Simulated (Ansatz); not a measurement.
Computed results, one entry a study.

### InSe (R3m): spin-orbit coupling beyond the local functionals

The structure is trigonal, space group R3m (No. 160). Conventional cell: a = 4.000 Å, b = 4.000 Å, c = 24.950 Å, α = 90.00°, β = 90.00°, γ = 120.00°. In has 3 Se at 2.64 Å and 1 In at 2.80 Å nearest. Nearest to In lie 3 Se at 2.64 Å and 1 In at 2.80 Å. Se has 3 In at 2.64 Å nearest. Nearest to Se lie 3 In at 2.64 Å. Farther neighbours and most contacts between anions are not listed.

| Item | Value |
| --- | --- |
| method | DFT, HSE06 with spin-orbit coupling, plane waves, PAW (and 1 further level or step) |
| program | Ansatz 0.2.0 |
| settings of one run | cutoff 420 eV, 4×4×4 k-mesh, smearing width 0.02 eV, default PAW |
| cost | 2 runs, 2.6 min in all on 1 × NVIDIA H100 80GB HBM3 (shared by 6 runs) with 3 threads of AMD EPYC 7R13 (Zen 3), shared host (the runs of this entry) |
| notes | The cell and positions come from the Crystallography Open Database and are kept as given unless a step says otherwise. |
| HSE06 | 1.13 eV |
| HSE06+SOC | 1.10 eV |

Spin-orbit coupling changes the gap by −0.03 eV and the least direct gap by −0.03 eV.

[Runs of the session that timed out or met a known fault of the program may be left out.]

[Cells called generated may have been cut or substituted from an entry of the Crystallography Open Database or the Materials Project.]

[Hosts, paths, dates, database ids (printed as entryN), source tags and the programs' standing remarks are cut or masked in the printed files.]
